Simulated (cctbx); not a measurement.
## Lattice, Laue class and space group of a new crystal

Cell: a = 9.8550 Å, b = 9.8550 Å, c = 9.8550 Å, α = 90.00°, β = 90.00°, γ = 90.00°. Expected content of the cell: B24 Be92.

Simulated single-crystal data (cctbx): synchrotron X-rays, λ = 0.6889 Å, to d = 0.7 Å, 70 % of the full sphere, strongest reflection 40000 counts, noise from counting, a 4 % proportional error and a noise floor of 2 counts (s.d.); no absorption, some extinction.

Tests on the unmerged data give:

```text
8198 reflections to d = 0.700 A
centring   violations  <I/sigma> of those
    A          0 of  4116      0.0
    B          0 of  4156      0.0
    C          0 of  4102      0.0
    I        939 of  4052      3.7
    R       1226 of  5465      3.5
    F          0 of  6187      0.0
Laue class    unique    Rint  (classes that these axes allow; Friedel mates merged)
F m m m           418   0.033
F m -3            146   0.035
F m -3 m          103   0.035
space group    extra absences  I>4sigma  <I/sigma>
F 4 3 2                 0          0         -  acentric
F -4 3 m                0          0         -  acentric
F m -3 m                0          0         -  centric
Wilson B = 1.92 A^2   <|E^2-1|> = 0.754 (0.968 centric, 0.736 acentric)   E^2>4: 1.0 %
shell (A)         n   <I/sigma>
 5.69 - 1.40     19     61.0
 1.40 - 1.12     15     66.5
 1.12 - 0.98     12     64.1
 0.98 - 0.89     12     66.4
 0.89 - 0.82     11     69.8
 0.82 - 0.77     10     48.1
 0.77 - 0.74     14     51.9
 0.74 - 0.70     10     47.0
```

**Question.** What are the lattice type, the Laue class and the likely space group?

The reflections that A, B, C and F centring forbids are absent (⟨I/σ⟩ near 0), so the lattice is F. F holds A, B and C together.

Rint stays low (0.033 to 0.035) up to F m -3 m, the highest class in these axes.

3 settings pass the absence test. No glide or screw absences show, which leaves F 4 3 2, F -4 3 m and F m -3 m.

⟨|E²−1|⟩ = 0.754 leans to a non-centrosymmetric structure. Here that hint misleads: the statistic assumes many like atoms on general positions, and few, heavy or special-position atoms break it. The Wilson B of 1.92 Å² means U ≈ 0.0243 Å².

The true group is Fm-3m (no. 225), Laue class m-3m, centrosymmetric. The tables only narrow the choice to the tied entries; cell content, site symmetry and trial solutions must settle it.

The model was made for the exercise: a known structure type with other elements put in, its volume estimated, not relaxed; displacement parameters are assumed.

[Logs are printed without paths, hosts, clocks, repeated set-up lines and the standing remarks that a program may print on its own settings, such as how far it seeks lower states.]
